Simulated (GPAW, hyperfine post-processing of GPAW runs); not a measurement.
# Y2MgV2O7: working out a paramagnetic 89Y shift

A spin-polarised calculation (DFT, revPBE+U, plane-wave PAW, GPAW setups, collinear spin, scalar-relativistic; GPAW) with all V moments parallel (S = 1 each) puts a spin density ρ↑ − ρ↓ of 0.1787 e/Å³, counted along the moments, at one Y nucleus (6 V through links of 96 to 105° (4), 128° (2) and 146 to 154° (2)). Take g = 2, spin-only moments and Θ = 0 K (a pure Curie law); γ/2π of 89Y is -2.0949 MHz/T.

**Task.** Find the contact field, the hyperfine constant and the contact shift at 340 K and 270 K, supposing that the crystal is a paramagnet with these local moments at both.

1. A spin density ρ_s carries a moment density μB ρ_s, and the contact field is B_c = (2μ₀/3) μB ρ_s. For 1 e/Å³ that is 7.769 T, so B_c = 1.388 T.

2. With H = A S·I summed over the ions, A = γB_c/(2πS) = -2.0949 × 1.388 / 1 = -2.91 MHz.

3. In a field B0 the paramagnet reaches only a fraction of saturation, M/M_sat = g μB (S + 1) B0 / [3 k_B (T − Θ)]. At 340 K this is 2.6342e-03 per tesla, or 1.86 % at 7.05 T.

4. The shift is that fraction of B_c over B0, so B0 drops out: δ = 1.388 × 2.6342e-03 × 10⁶ = 3660 ppm at 340 K.

5. At 270 K it scales by (340 − Θ)/(270 − Θ) = 1.259, to 4600 ppm.

6. The sign says that the spin at the nucleus is parallel to the V moments, as where half-filled orbitals delocalise onto the site. Over this level and the 5 others of the session's ladder with the same moment and an open gap (any hybrids aside), the field runs from 1.27 to 1.83 T. Spin flips in this cell gave a rough Θ of -61 K, not relied on, which would scale the first shift by 0.85. Orbital and pseudocontact parts are not included.

[Hosts, paths, dates, database ids (printed as entryN), source tags and the programs' standing remarks are cut or masked in the printed files.]
